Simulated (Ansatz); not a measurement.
# Depolarisation of Sc on Al(111): the Topping model put to the test

In Topping's model the dipole per adsorbate falls as μ = μ₀/(1 + 9αn^(3/2)), with n the density and α a polarisability, so 1/μ is a straight line in n^(3/2).

Set-up. Ansatz 0.2.0, plane waves with PAW datasets (its set soft_2), LDA; 4 layers at the tabulated experimental lattice constant with the lower two held, adsorbates relaxed from the top site, dipole correction. μ is the change of the cell's dipole per adsorbate, positive end outwards.

```tsv
run	n^(3/2) (nm⁻³)	1/μ (1/D)
0.0625 ML	0.83	0.590
0.111 ML	1.96	?
0.25 ML	6.60	1.045
```

Q: Estimate the withheld value from the rows shown.

Two rows fix a line: slope = (1.045 − 0.590) / (6.60 − 0.83) = 0.07886, intercept 0.52454. The intercept gives μ₀ = 1/0.5245 = 1.91 D, and slope over intercept 9α = 0.150 nm³, or α = 17 Å³, an effective value that holds the metal's image. At 1.96 it gives 0.07886 × 1.96 + 0.52454 = 0.679 1/D. Rounding of the rows alone allows about ±0.001 1/D there; two rows can't show whether the line holds.

The run itself gives 0.655 1/D: a miss of −0.024 1/D, or 3.7 % of the value. In dipoles that is 1.47 D predicted against 1.53 D found. The line meets this point to some per cent.

Caveats: Heights and bonding change with coverage, which the model leaves out; its factor is about 9 for square and hexagonal arrays and differs for rectangular ones and rows; and slabs this thin add errors of their own. The test is put only to electropositive adsorbates whose dipole falls by a fifth or more between the two rows shown.

[Logs are printed without paths, hosts, clocks, repeated set-up lines and the standing remarks that a program may print on its own settings, such as how far it seeks lower states.]
